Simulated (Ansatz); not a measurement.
## Pb wire along [100], 16 atoms a period: bands by functional and under strain

Aim: is the Pb wire along [100], 16 atoms a period a metal or a semiconductor?

Main program and level: Ansatz 0.2.0; DFT PBE, plane waves, PAW; relaxation of a wire's period, in the first sound run; inputs show where later runs differ.

## (1) The structure

The cell holds 16 atoms: 16 Pb. Its edges and angles: a = 14.345 Å, b = 14.345 Å, c = 5.030 Å, α = 90.0°, β = 90.0°, γ = 90.0°. Vacuum lies along a and b. The structure's axis is c.

## (2) Relaxation of atoms and period

Band widths follow the bond lengths, so the wire is relaxed first. The atoms and the third cell vector are free; the box across stays fixed as vacuum. A Fermi-Dirac smearing is set since the result may be a metal. The pressure printed is a third of the stress's trace over the whole box, vacuum included; only the stress along the axis is relaxed.

Contents of input.yaml:

```yaml
crystal:
  lattice:
    - [14.345, 0.0, 0.0]
    - [0.0, 14.345, 0.0]
    - [0.0, 0.0, 5.03]
  atoms:
    - { symbol: Pb, position: [0.237016382, 0.237016382, 0.0] }
    - { symbol: Pb, position: [0.237016382, 0.587661206, 0.0] }
    - { symbol: Pb, position: [0.412338794, 0.412338794, 0.0] }
    - { symbol: Pb, position: [0.412338794, 0.762983618, 0.0] }
    - { symbol: Pb, position: [0.587661206, 0.237016382, 0.0] }
    - { symbol: Pb, position: [0.587661206, 0.587661206, 0.0] }
    - { symbol: Pb, position: [0.762983618, 0.412338794, 0.0] }
    - { symbol: Pb, position: [0.762983618, 0.762983618, 0.0] }
    - { symbol: Pb, position: [0.237016382, 0.412338794, 0.5] }
    - { symbol: Pb, position: [0.237016382, 0.762983618, 0.5] }
    - { symbol: Pb, position: [0.412338794, 0.237016382, 0.5] }
    - { symbol: Pb, position: [0.412338794, 0.587661206, 0.5] }
    - { symbol: Pb, position: [0.587661206, 0.412338794, 0.5] }
    - { symbol: Pb, position: [0.587661206, 0.762983618, 0.5] }
    - { symbol: Pb, position: [0.762983618, 0.237016382, 0.5] }
    - { symbol: Pb, position: [0.762983618, 0.587661206, 0.5] }
kpoints:
  mp_grid: { grid: [1, 1, 16] }
scf:
  occupations: { method: fermi_dirac, width: 0.05 }
hamiltonian:
  xc: pbe
relax:
  cell: { fix: [a, b, alpha, beta, gamma] }
  max_steps: 60
```

Run with:

```
$ ansatz run input.yaml --threads 8 --pin off --max-ram 16384MiB --backend cpu --events-out ev --progress --plain --runs-dir out
```

Numbers of over 12 decimals in the logs are rounded to 6 here.

What it wrote:

```text
Engine: ansatz 0.2.0, x86_64-unknown-linux-gnu
Pseudopotentials: kind: paw
Pseudopotential: Pb, paw, valence charge 14, recommended cutoff 420 eV (normal), Pb.paw.azcp
Functional definition: PBE
  parameter kappa = 0.804
  parameter beta = 0.066725
  exchange = pbe_x(kappa = kappa, mu = beta*pi^2/3)
  correlation = pbe_c(beta = beta)
Crystal: 16 atoms, lattice volume = 1035.068 Å³
Basis set: ecut = 420 eV, 20277 PW (Γ), exchange–correlation on 192×192×72 points (8 copies of the dense FFT grid, shifted against one another)
Bands: 135, of which v1, the nominal top of the filled ones, is band 112 counted from 1 (111 counted from 0)
Symmetry: 16 space group operations
Space group: P42/mcm (ITA 132), of the structure as read, at distance tolerance 1.0e-4 Å
k-points: 9 of 16
Non-local potential: Pb, projectors of the file, l = 0: 2, l = 1: 2, l = 2: 2, l = 3: 2
PAW form: soft (Blöchl's): semilocal exchange-correlation on the pseudo side does not see the compensation charge
PAW one-centre angular grid: Pb, 590 points (default); XC on 64 Gauss nodes
Initial density: superposition of atomic densities (neutral atoms: chi_scale 0, normalization atom), corrected by the library's trained network
Initial wavefunctions: pseudopotential atomic-orbital guess
Functional: x = pbe(κ = 0.804, μ = 0.219515), c = pbe(β = 0.066725)
SCF iter   1: F=—  HF=-190498.189748 eV  |F-HF|=—  |Δ(HF+E_count)|=         —  Δρ=2.56e-3  dr2=4.40e-1  ethr=1.77e-3  ⟨swp⟩=6.0  Hψ=5093  notcnv=0  defer=17
preconditioner: auto → LDOS  [metal: Δε(μ)=0.091 eV  Ē_g=15.247 eV  σ=0.050 eV  W_gap=0.37  n_scr=158 (ndim 8)  ℏωp=17.3 eV  f_vac=0.394  D(μ)=7.25/eV (n_scr^D=20)  β→1.0]
SCF iter   2: F=—  HF=-190498.141417 eV  |F-HF|=—  |Δ(HF+E_count)|=   4.83e-2  Δρ=1.02e-3  dr2=9.26e-2  ethr=1.96e-4  ⟨swp⟩=3.0  Hψ=1728  notcnv=0  defer=74
SCF iter   3: F=—  HF=-190498.136172 eV  |F-HF|=—  |Δ(HF+E_count)|=   5.24e-3  Δρ=4.24e-4  dr2=1.01e-2  ethr=4.14e-5  ⟨swp⟩=2.0  Hψ=1418  notcnv=0  defer=74
SCF iter   4: F=—  HF=-190498.135454 eV  |F-HF|=—  |Δ(HF+E_count)|=   7.18e-4  Δρ=1.31e-4  dr2=3.46e-4  ethr=4.53e-6  ⟨swp⟩=3.0  Hψ=2229  notcnv=0  defer=74
SCF iter   5: F=—  HF=-190498.135473 eV  |F-HF|=—  |Δ(HF+E_count)|=   1.89e-5  Δρ=4.30e-5  dr2=4.03e-5  ethr=1.55e-7  ⟨swp⟩=2.3  Hψ=1971  notcnv=0  defer=74
SCF iter   6: F=—  HF=-190498.135827 eV  |F-HF|=—  |Δ(HF+E_count)|=   3.54e-4  Δρ=1.29e-5  dr2=2.91e-6  ethr=1.80e-8  ⟨swp⟩=2.0  Hψ=2225  notcnv=0  defer=74
SCF iter   7: F=—  HF=-190498.135828 eV  |F-HF|=—  |Δ(HF+E_count)|=   4.25e-7  Δρ=4.13e-6  dr2=2.18e-7  ethr=1.30e-9  ⟨swp⟩=2.0  Hψ=2163  notcnv=0  defer=74
SCF iter   8: F=-190498.135828 eV  HF=-190498.135828 eV  |F-HF|=1.70e-8  |Δ(HF+E_count)|=   1.84e-7  Δρ=1.24e-6  dr2=1.94e-8  ethr=4.46e-11  ⟨swp⟩=5.0  Hψ=3902  notcnv=0
SCF 1 converged in 8 iterations: F = -190498.135828 eV  dr2 = 1.94e-8
  greatest PAW one-centre occupation: 0.979 electrons in one spin orbital (limit 2), on the Pb atom at site 7 (counted from 0), in its partial waves of l = 2
relax step   1: F+E_penalty+E_count = -190498.13582775 eV  Δ(F+E_penalty+E_count) = +0.000e0 eV  max|allowed force component| = 6.612e-1 eV/Å  Δτ_max = 0.0000 Å  P = -1.670 GPa  Ω = 1035.068 Å³  fix = [a, b, alpha, beta, gamma]  reactions: a -1.372, b -1.372 GPa  (8 SCF iters, dr2 threshold 1.00e-7 eV, accepted)
Crystal: 16 atoms, lattice volume = 998.408 Å³
Basis set: ecut = 420 eV, 19453 PW (Γ), exchange–correlation on 192×192×72 points (8 copies of the dense FFT grid, shifted against one another)
Initial density: handed on by an earlier stage of this run
Initial wavefunctions: those handed on with the density
iter 1 solved again at ethr=2.28e-5 eV; its pass at ethr=3.10e-3 eV (dr2=5.10e-2 eV) is discarded
SCF iter   1: F=—  HF=-190499.201288 eV  |F-HF|=—  |Δ(HF+E_count)|=         —  Δρ=1.84e-3  dr2=4.88e-2  ethr=2.28e-5  ⟨swp⟩=4.3  Hψ=7183  notcnv=0
preconditioner: auto → LDOS  [metal: Δε(μ)=0.035 eV  Ē_g=15.469 eV  σ=0.050 eV  W_gap=0.17  n_scr=158 (ndim 8)  ℏωp=17.6 eV  f_vac=0.407  D(μ)=6.38/eV (n_scr^D=20)  β→1.0]
SCF iter   2: F=—  HF=-190499.196222 eV  |F-HF|=—  |Δ(HF+E_count)|=   5.07e-3  Δρ=6.66e-4  dr2=8.90e-3  ethr=2.18e-5  ⟨swp⟩=3.3  Hψ=2231  notcnv=0
SCF iter   3: F=—  HF=-190499.195212 eV  |F-HF|=—  |Δ(HF+E_count)|=   1.01e-3  Δρ=3.45e-4  dr2=4.36e-3  ethr=3.97e-6  ⟨swp⟩=2.0  Hψ=2226  notcnv=0
SCF iter   4: F=—  HF=-190499.194536 eV  |F-HF|=—  |Δ(HF+E_count)|=   6.76e-4  Δρ=1.17e-4  dr2=2.73e-4  ethr=1.94e-6  ⟨swp⟩=3.0  Hψ=2285  notcnv=0
SCF iter   5: F=—  HF=-190499.194869 eV  |F-HF|=—  |Δ(HF+E_count)|=   3.33e-4  Δρ=2.63e-5  dr2=2.55e-5  ethr=1.22e-7  ⟨swp⟩=2.0  Hψ=1957  notcnv=0
SCF iter   6: F=—  HF=-190499.194869 eV  |F-HF|=—  |Δ(HF+E_count)|=   1.46e-7  Δρ=1.16e-5  dr2=3.02e-6  ethr=1.14e-8  ⟨swp⟩=2.0  Hψ=2214  notcnv=0
SCF iter   7: F=-190499.194868 eV  HF=-190499.194868 eV  |F-HF|=8.44e-10  |Δ(HF+E_count)|=   3.32e-7  Δρ=2.78e-6  dr2=1.03e-7  ethr=7.14e-10  ⟨swp⟩=5.0  Hψ=4381  notcnv=0
SCF 2 converged in 7 iterations: F = -190499.194868 eV  dr2 = 1.03e-7
  greatest PAW one-centre occupation: 0.978 electrons in one spin orbital (limit 2), on the Pb atom at site 14 (counted from 0), in its partial waves of l = 2
relax step   2: F+E_penalty+E_count = -190499.19486841 eV  Δ(F+E_penalty+E_count) = -1.059e0 eV  max|allowed force component| = 2.595e-1 eV/Å  Δτ_max = 0.1903 Å  P = -0.410 GPa  Ω = 998.408 Å³  energy of the carried Pulay correction = +2.528e-3 eV  fix = [a, b, alpha, beta, gamma]  reactions: a -0.195, b -0.195 GPa  (7 SCF iters, dr2 threshold 1.60e-6 eV, accepted)
Crystal: 16 atoms, lattice volume = 963.800 Å³
Basis set: ecut = 420 eV, 18859 PW (Γ), exchange–correlation on 192×192×72 points (8 copies of the dense FFT grid, shifted against one another)
iter 1 solved again at ethr=6.09e-5 eV; its pass at ethr=3.10e-3 eV (dr2=1.36e-1 eV) is discarded
SCF iter   1: F=—  HF=-190499.375190 eV  |F-HF|=—  |Δ(HF+E_count)|=         —  Δρ=1.83e-3  dr2=1.34e-1  ethr=6.09e-5  ⟨swp⟩=5.2  Hψ=7142  notcnv=0
preconditioner: auto → LDOS  [metal: Δε(μ)=0.043 eV  Ē_g=15.532 eV  σ=0.050 eV  W_gap=0.21  n_scr=158 (ndim 8)  ℏωp=17.9 eV  f_vac=0.402  D(μ)=8.80/eV (n_scr^D=24)  β→1.0]
SCF iter   2: F=—  HF=-190499.356509 eV  |F-HF|=—  |Δ(HF+E_count)|=   1.87e-2  Δρ=5.76e-4  dr2=4.24e-3  ethr=5.99e-5  ⟨swp⟩=3.1  Hψ=1654  notcnv=0  defer=6
SCF iter   3: F=—  HF=-190499.356552 eV  |F-HF|=—  |Δ(HF+E_count)|=   4.31e-5  Δρ=3.65e-4  dr2=2.03e-3  ethr=1.89e-6  ⟨swp⟩=2.0  Hψ=2379  notcnv=0  defer=6
[...]
relax step   6: F+E_penalty+E_count = -190499.40918085 eV  Δ(F+E_penalty+E_count) = -9.083e-3 eV  max|allowed force component| = 3.612e-2 eV/Å  Δτ_max = 0.0172 Å  P = -0.044 GPa  Ω = 953.140 Å³  energy of the carried Pulay correction = +5.872e-3 eV  fix = [a, b, alpha, beta, gamma]  reactions: a +0.027, b +0.027 GPa  (6 SCF iters, dr2 threshold 3.12e-8 eV, accepted)
relax step   7: F+E_penalty+E_count = -190499.45979639 eV  Δ(F+E_penalty+E_count) = -5.062e-2 eV  max|allowed force component| = 5.148e-2 eV/Å  Δτ_max = 0.0488 Å  P = -0.036 GPa  Ω = 938.061 Å³  energy of the carried Pulay correction = +7.045e-3 eV  fix = [a, b, alpha, beta, gamma]  reactions: a +0.076, b +0.076 GPa  (7 SCF iters, dr2 threshold 8.51e-8 eV, accepted)
relax step   8: F+E_penalty+E_count = -190499.40763496 eV  Δ(F+E_penalty+E_count) = +5.216e-2 eV  max|allowed force component| = 1.181e-1 eV/Å  Δτ_max = 0.1677 Å  P = +0.330 GPa  Ω = 887.576 Å³  energy of the carried Pulay correction = +1.121e-2 eV  fix = [a, b, alpha, beta, gamma]  (8 SCF iters, dr2 threshold 1.68e-7 eV, rejected (line search))
relax step   9: F+E_penalty+E_count = -190499.49041234 eV  Δ(F+E_penalty+E_count) = -3.062e-2 eV  max|allowed force component| = 2.719e-2 eV/Å  Δτ_max = 0.0729 Å  P = +0.047 GPa  Ω = 912.818 Å³  energy of the carried Pulay correction = +9.081e-3 eV  fix = [a, b, alpha, beta, gamma]  reactions: a +0.028, b +0.028 GPa  (9 SCF iters, accepted)
relax step  10: F+E_penalty+E_count = -190499.49327009 eV  Δ(F+E_penalty+E_count) = -2.858e-3 eV  max|allowed force component| = 6.289e-3 eV/Å  Δτ_max = 0.0145 Å  P = -0.027 GPa  Ω = 917.215 Å³  energy of the carried Pulay correction = +8.719e-3 eV  fix = [a, b, alpha, beta, gamma]  reactions: a -0.035, b -0.035 GPa  (6 SCF iters, dr2 threshold 4.62e-8 eV, accepted)
Basis set: ecut = 420 eV, 17931 PW (Γ), exchange–correlation on 192×192×60 points (8 copies of the dense FFT grid, shifted against one another)
Initial wavefunctions: pseudopotential atomic-orbital guess (no wavefunctions were taken with the density)
iter 1 solved again at ethr=1.94e-7 eV; its pass at ethr=3.10e-3 eV (dr2=4.34e-4 eV) is discarded
SCF iter   1: F=—  HF=-190499.487856 eV  |F-HF|=—  |Δ(HF+E_count)|=         —  Δρ=1.03e-4  dr2=1.63e-5  ethr=1.94e-7  ⟨swp⟩=4.0  Hψ=8684  notcnv=0
preconditioner: auto → LDOS  [metal: Δε(μ)=0.083 eV  Ē_g=15.500 eV  σ=0.050 eV  W_gap=0.35  n_scr=158 (ndim 8)  ℏωp=18.4 eV  f_vac=0.378  D(μ)=4.11/eV (n_scr^D=12)  β→1.0]
SCF iter   2: F=—  HF=-190499.488089 eV  |F-HF|=—  |Δ(HF+E_count)|=   2.33e-4  Δρ=2.19e-5  dr2=3.10e-6  ethr=7.28e-9  ⟨swp⟩=2.0  Hψ=2224  notcnv=0
SCF iter   3: F=—  HF=-190499.488088 eV  |F-HF|=—  |Δ(HF+E_count)|=   1.32e-6  Δρ=6.30e-6  dr2=3.07e-7  ethr=1.38e-9  ⟨swp⟩=2.0  Hψ=2224  notcnv=0
SCF iter   4: F=—  HF=-190499.488088 eV  |F-HF|=—  |Δ(HF+E_count)|=   1.05e-7  Δρ=1.08e-6  dr2=1.83e-8  ethr=1.37e-10  ⟨swp⟩=2.0  Hψ=2230  notcnv=0
SCF iter   5: F=—  HF=-190499.488088 eV  |F-HF|=—  |Δ(HF+E_count)|=   2.82e-9  Δρ=3.04e-7  dr2=4.04e-9  ethr=8.15e-12  ⟨swp⟩=2.0  Hψ=2232  notcnv=0
SCF iter   6: F=-190499.488088 eV  HF=-190499.488088 eV  |F-HF|=5.82e-11  |Δ(HF+E_count)|=  8.73e-11  Δρ=9.96e-8  dr2=1.55e-10  ethr=1.00e-12  ⟨swp⟩=4.0  Hψ=4772  notcnv=0
SCF 11 converged in 6 iterations: F = -190499.488088 eV  dr2 = 1.55e-10
relax step  11: F+E_penalty+E_count = -190499.48808765 eV  Δ(F+E_penalty+E_count) = +5.182e-3 eV  max|allowed force component| = 6.317e-3 eV/Å  Δτ_max = 0.0000 Å  P = -0.033 GPa  Ω = 917.215 Å³  fix = [a, b, alpha, beta, gamma]  reactions: a -0.038, b -0.038 GPa  stress off target by 2.10e-2 GPa on what of the cell is left free  SCF on the basis re-selected at this cell (its energy is not comparable with the rows above)  (6 SCF iters)
basis re-selected at this cell: Δ(F+E_penalty+E_count) = +5.182e-3 eV, ΔP = -0.006 GPa vs the last step (what re-selecting the basis moved, of the pressure what is left beyond the Pulay correction that the steps carried, after the strain that the cell walked since its last selection, with what the two solves' SCF thresholds leave and, on support functions, any second-order correction that the steps lacked; it is no measure of the basis error at this ecutwfc). The dense FFT grid was sized anew with the basis: this SCF ran on 96×96×30 points, the steps before it on 96×96×36, so part of this shift can come from that change (see relax.cell in the input reference). [rest of the remark cut]
SCF converged after 6 iterations
Free energy (F): -190499.488088 eV
Harris-Foulkes:  -190499.488088 eV  (|F-HF|=5.82e-11)
Internal energy: -190499.450060 eV  (E = F + TS)
E sigma→0 (E₀):  -190499.469074 eV
Entropy (-TS):   -0.038028 eV (-2.377 meV/atom)
Fermi energy:    4.002488 eV
--- Per-component energies (eV) ---
  E_band       = -2118.098154
  E_kinetic    = 4614.809295
  E_local      = -48973.005144  (includes V_loc(G=0)·N_el)
  E_nonlocal   = 5592.158190
  E_hartree    = 22058.113274
  E_xc         = -3523.285189
  E_vxc        = -2107.280935  (∫ρ·V_xc dr)
  E_paw        = -166491.841567  (= ΣΔE_a)
  E_vpaw       = -5361.006067  (= ΣTr[D̂ρ^β])
  E_aug_tail   = 0.000789  (compensation charges beyond the density's cutoff)
  E_ewald      = -3776.399707
  E_smearing   = -0.038028  (= −TS)
  E_closure    = 0.000000  (closes the sum)
  Σ components = -190499.488088   (vs F -190499.488088, Δ=0.00e0)
--- Forces (eV/Å), atoms counted from 1 ---
  atom   1  Pb     0.00631681     0.00631681    -0.00000000
  atom   2  Pb     0.00418132     0.00621387    -0.00000000
  atom   3  Pb     0.00344864     0.00344864    -0.00000000
  atom   4  Pb    -0.00621387    -0.00418132     0.00000000
  atom   5  Pb     0.00621387     0.00418132    -0.00000000
  atom   6  Pb    -0.00344864    -0.00344864     0.00000000
  atom   7  Pb    -0.00418132    -0.00621387     0.00000000
  atom   8  Pb    -0.00631681    -0.00631681     0.00000000
  atom   9  Pb     0.00418132    -0.00621387    -0.00000000
  atom  10  Pb     0.00631681    -0.00631681    -0.00000000
  atom  11  Pb    -0.00621387     0.00418132     0.00000000
  atom  12  Pb     0.00344864    -0.00344864    -0.00000000
  atom  13  Pb    -0.00344864     0.00344864     0.00000000
  atom  14  Pb     0.00621387    -0.00418132    -0.00000000
  atom  15  Pb    -0.00631681     0.00631681     0.00000000
  atom  16  Pb    -0.00418132     0.00621387     0.00000000
  max |Σ_I F_I| component: 2.60e-18 eV/Å
--- Stress (GPa, compression-positive) ---
       -0.038444       0.000000       0.000000
        0.000000      -0.038444       0.000000
        0.000000       0.000000      -0.021015
  P = ⅓ Tr σ = -0.0326 GPa (-0.326 kbar)
--- Relaxed structure (10 steps of the walk, 9 accepted, 1 SCFs on fresh bases) ---
  F+E_penalty+E_count = -190499.48808765 eV   max|allowed force component| = 6.317e-3 eV/Å   (the final SCF, on the basis selected at the relaxed cell)
  cell:  # Å, volume = 917.2152 Å³
    - [14.345, 0, 0]
    - [0, 14.345, 0]
    - [0, 0, 4.457282]
  atoms:
    - { symbol: Pb, position: [0.242001, 0.242001, 0] }
    - { symbol: Pb, position: [0.224041, 0.594137, 0] }
    - { symbol: Pb, position: [0.405662, 0.405662, 0] }
    - { symbol: Pb, position: [0.405863, 0.775959, 0] }
    - { symbol: Pb, position: [0.594137, 0.224041, 0] }
    - { symbol: Pb, position: [0.594338, 0.594338, 0] }
    - { symbol: Pb, position: [0.775959, 0.405863, 0] }
    - { symbol: Pb, position: [0.757999, 0.757999, 0] }
    - { symbol: Pb, position: [0.224041, 0.405863, 0.5] }
    - { symbol: Pb, position: [0.242001, 0.757999, 0.5] }
    - { symbol: Pb, position: [0.405863, 0.224041, 0.5] }
    - { symbol: Pb, position: [0.405662, 0.594338, 0.5] }
    - { symbol: Pb, position: [0.594338, 0.405662, 0.5] }
    - { symbol: Pb, position: [0.594137, 0.775959, 0.5] }
    - { symbol: Pb, position: [0.757999, 0.242001, 0.5] }
    - { symbol: Pb, position: [0.775959, 0.594137, 0.5] }
```

Run time: 2.7 min. Hardware: 8 threads of Intel Xeon at 2.70GHz, shared host; peak memory 5.3 GiB.

Step by step:

| step | energy less that of the first step (eV) | largest force component (eV/Å) | pressure (GPa) | volume (Å³) |
| --- | --- | --- | --- | --- |
| 1 | 0.0000 | 0.6612 | -1.67 | 1035.07 |
| 2 | -1.0590 | 0.2595 | -0.41 | 998.41 |
| 3 | -1.2206 | 0.1782 | 0.33 | 963.80 |
| 4 | -1.2592 | 0.0086 | -0.03 | 963.80 |
| 5 | -1.2643 | 0.0209 | -0.03 | 958.59 |
| 6 | -1.2734 | 0.0361 | -0.04 | 953.14 |
| 7 | -1.3240 | 0.0515 | -0.04 | 938.06 |
| 8 | -1.2718 | 0.1181 | 0.33 | 887.58 |
| 9 | -1.3546 | 0.0272 | 0.05 | 912.82 |
| 10 | -1.3574 | 0.0063 | -0.03 | 917.22 |
| 11* | -1.3523 | 0.0063 | -0.03 | 917.22 |

Relaxation steps marked * repeat the geometry before them on a plane-wave basis chosen anew for their cell, so energy and pressure can jump there. Relaxation step 8 was tried and not accepted.

Forces are held to the 16 operations that the run works with; a distortion that breaks them can't arise in this run.

```csv
cell as run,before,after,change
c (Å),5.030,4.457,-11.4 %
```

The atoms that moved most (Å, along periodic axes as changes of fractional coordinates times the final cell, across vacuum about the mean position):

```
atom      dx      dy     dz  length
 Pb4  -0.093   0.186  0.000   0.208
Pb14   0.093   0.186  0.000   0.208
Pb16   0.186   0.093  0.000   0.208
 Pb7   0.186  -0.093  0.000   0.208
Pb11  -0.093  -0.186  0.000   0.208
 Pb2  -0.186   0.093  0.000   0.208
 Pb9  -0.186  -0.093  0.000   0.208
 Pb5   0.093  -0.186  0.000   0.208
```

This step gave:

```yaml
energy_at_zero_smearing: -190499.4691 eV
cell_length_along_the_wire: 4.457 Å
```

The cell's length comes to 4.457 Å with spin left out.

(Continued in part 2 of 3.)

[Logs are printed without paths, hosts, clocks, repeated set-up lines and the standing remarks that a program may print on its own settings, such as how far it seeks lower states.]

[Hosts, paths, dates, database ids (printed as entryN), source tags and the programs' standing remarks are cut or masked in the printed files.]
